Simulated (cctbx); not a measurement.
# Which space group?

Cell: a = 7.6780 Å, b = 7.6780 Å, c = 8.3210 Å, α = 90.00°, β = 90.00°, γ = 120.00°. Expected content of the cell: Y8 Br4 B12.

Simulated single-crystal data (cctbx): Mo Kα, λ = 0.71073 Å, to d = 0.77 Å, 70 % of the full sphere, strongest reflection 20000 counts, noise from counting, a 3 % proportional error and a noise floor of 4 counts (s.d.); no absorption.

Tests on the unmerged data give:

```text
2742 reflections to d = 0.771 A
centring   violations  <I/sigma> of those
    A        870 of  1373      9.1
    B        851 of  1363      9.1
    C        663 of  1396      4.0
    I        858 of  1343      9.2
    R       1093 of  1815      8.8
    F       1192 of  2066      7.4
Laue class    unique    Rint  (classes that these axes allow; Friedel mates merged)
P -1             1772   0.042
P 1 1 2/m        1019   0.042
P -3              653   0.045
P -3 1 m          369   0.047
P -3 m 1          400   0.046
P 6/m             352   0.047
P 6/m m m         234   0.048
space group    extra absences  I>4sigma  <I/sigma>
P 6 2 2                 0          0         -  acentric
P 6 m m                 0          0         -  acentric
P -6 m 2                0          0         -  acentric
P -6 2 m                0          0         -  acentric
P 6/m m m               0          0         -  centric
Wilson B = 1.62 A^2   <|E^2-1|> = 1.210 (0.968 centric, 0.736 acentric)   E^2>4: 5.6 %
shell (A)         n   <I/sigma>
 6.65 - 1.54     38     27.8
 1.54 - 1.22     33     22.2
 1.22 - 1.07     28     23.3
 1.07 - 0.97     25     27.2
 0.97 - 0.90     32     25.7
 0.90 - 0.85     24     22.6
 0.85 - 0.81     32     25.9
 0.81 - 0.77     22     18.2
```

Q: Read the symmetry from these tables.

Every centring test has many violations, so the lattice is primitive.

Rint stays low (0.042 to 0.048) up to P 6/m m m, the highest class in these axes.

5 settings pass the absence test. No glide or screw absences show, which leaves P 6 2 2, P 6 m m, P -6 m 2, P -6 2 m and P 6/m m m.

⟨|E²−1|⟩ = 1.210 is above even the centric ideal, a mark of pseudo-translation (a class of systematically weak reflections). It says nothing here on a centre of symmetry. The Wilson B of 1.62 Å² means U ≈ 0.0205 Å².

The true group is P-6m2 (no. 187), Laue class 6/mmm, non-centrosymmetric. The tables only narrow the choice to the tied entries; cell content, site symmetry and trial solutions must settle it.

The model was made for the exercise: a known structure type with other elements put in, its volume estimated, not relaxed; displacement parameters are assumed.

[Logs are printed without paths, hosts, clocks, repeated set-up lines and the standing remarks that a program may print on its own settings, such as how far it seeks lower states.]
